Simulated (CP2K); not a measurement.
The F K edge of 1,1,1-trifluoroethane was computed by TDDFT (CP2K XAS_TDP, aug-cc-pVDZ, TDA) at these levels: BHandHLYP, PBEh(45%) and PBEh(45%) + GW2X. The first three lines of F3 (bonded to C) with a strength over 0.0015, energy in eV and strength:

```csv
run,first,second,third
1,687.20 (0.036),688.22 (0.008),689.13 (0.002)
2,684.29 (0.034),685.14 (0.007),686.02 (0.002)
3,690.84 (0.033),691.69 (0.007),692.57 (0.002)
```

Which run is which?

Run 1: BHandHLYP (50 % exact exchange). Run 2: PBEh(45%) (45 % exact exchange). Run 3: PBEh(45%) + GW2X (45 % exact exchange). Self-interaction lifts the core level, so the uncorrected lines rise with the share of exact exchange. The GW2X run keeps the spacings of its parent: 0.85 eV between the first two lines in run 3, 0.85 eV in run 2. Its shift is +6.55 eV, since the Kohn–Sham level at this share of exchange lies that far above the quasiparticle level.

[Banner, clock and machine lines of the logs are left out without a mark of their own.]

[Logs are printed without paths, hosts, clocks, repeated set-up lines and the standing remarks that a program may print on its own settings, such as how far it seeks lower states.]

[Hosts, paths, dates, database ids (printed as entryN), source tags and the programs' standing remarks are cut or masked in the printed files.]
